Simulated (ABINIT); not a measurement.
Records of electronic-structure calculations.

### Cs2InAgCl6 (Fm-3m): one start, several treatments of the self-energy

The structure is cubic, space group Fm-3m (No. 225). The conventional cell has a = 10.469 Å, b = 10.469 Å, c = 10.469 Å, α = 90.00°, β = 90.00°, γ = 90.00°. Cs has 12 Cl at 3.70 Å nearest. Nearest to In lie 6 Cl at 2.51 Å. Nearest to Ag lie 6 Cl at 2.72 Å. Nearest to Cl lie 1 In at 2.51 Å and 1 Ag at 2.72 Å and 4 Cs at 3.70 Å. Farther neighbours, and contacts between anions beyond the nearest, are not listed.

| Property | Result |
| --- | --- |
| method | RPA screening on PBEsol, plane waves, norm-conserving pseudopotentials (and 5 further levels or steps) |
| program | ABINIT 10.8.3 |
| settings | cutoff 37 Ha, PseudoDojo scalar-relativistic 0.4.1 standard, norm-conserving, ngkpt (2, 2, 2), nband 262, ecuteps 4.5 Ha, gwcalctyp 1, nfreqim 16, inclvkb 2, shiftk (0, 0, 0), symchi 1, awtr 1, frequency ac, 2×2×2 k-mesh |
| cost | 13 runs, 37 min in all on 8 MPI ranks of Intel Xeon Platinum 8488C (Sapphire Rapids), shared host |
| notes | The program’s warnings: nproc spkpt=  >= nkpt= * nsppol=. The cell and positions come from the Crystallography Open Database and are kept as given unless a step says otherwise. Limits: d shell near the gap, gap tends to lie low; no spin-orbit coupling. Static COHSEX lies above G0W0: it lacks the factor Z and overstates the Coulomb hole of the filled states. The 2×2×2 mesh is coarse for this cell, which bears on the long-range parts of exchange and screening. The norm-conserving file of at least one element keeps a d shell over frozen s and p shells of the same row. Exchange with those shells is missing from the self-energy, an error of 0.3 to 0.9 eV in cases checked, whose sign depends on which edge lies on those atoms. |
| G0W0, Godby-Needs plasmon pole | 2.629 eV |
| G0W0, Hybertsen-Louie plasmon pole | 2.567 eV |
| G0W0, von der Linden-Horsch plasmon pole | 2.483 eV |
| G0W0, Engel-Farid plasmon pole | 2.500 eV |
| one-shot SEX | 1.172 eV |
| one-shot COHSEX | 3.165 eV |
| one-shot Hartree-Fock | 9.388 eV |
| G0W0, contour deformation | 2.561 eV |
| G0W0, analytic continuation | 2.192 eV |

G0W0, Hybertsen-Louie plasmon pole: −0.062 eV against G0W0, Godby-Needs plasmon pole. G0W0, von der Linden-Horsch plasmon pole: −0.146 eV against G0W0, Godby-Needs plasmon pole.

[Paths, hosts, dates, memory and timing lines, banners, echoed tables and standing remarks are left out of the program output; an Ansatz launch command may be rebuilt from the run's recorded settings. Measured values are a selection of at most five: reports struck by readers or far from the other reports are left out. None is set beside runs whose start may be inverted or whose files or cutoffs have a known fault.]

[Runs of the session that timed out or met a known fault of the program may be left out.]

[Hosts, paths, dates, database ids (printed as entryN), source tags and the programs' standing remarks are cut or masked in the printed files.]

[G0W0 gaps are taken among the corrected bands and points alone; a level outside them can change the order at an edge.]

[Where Ansatz stands beside ABINIT at settings called matched, ABINIT's density can come from a denser mesh and the files from another edition; pairs whose starting gaps differed by over 0.03 eV were left out, so agreement reads better than it is.]
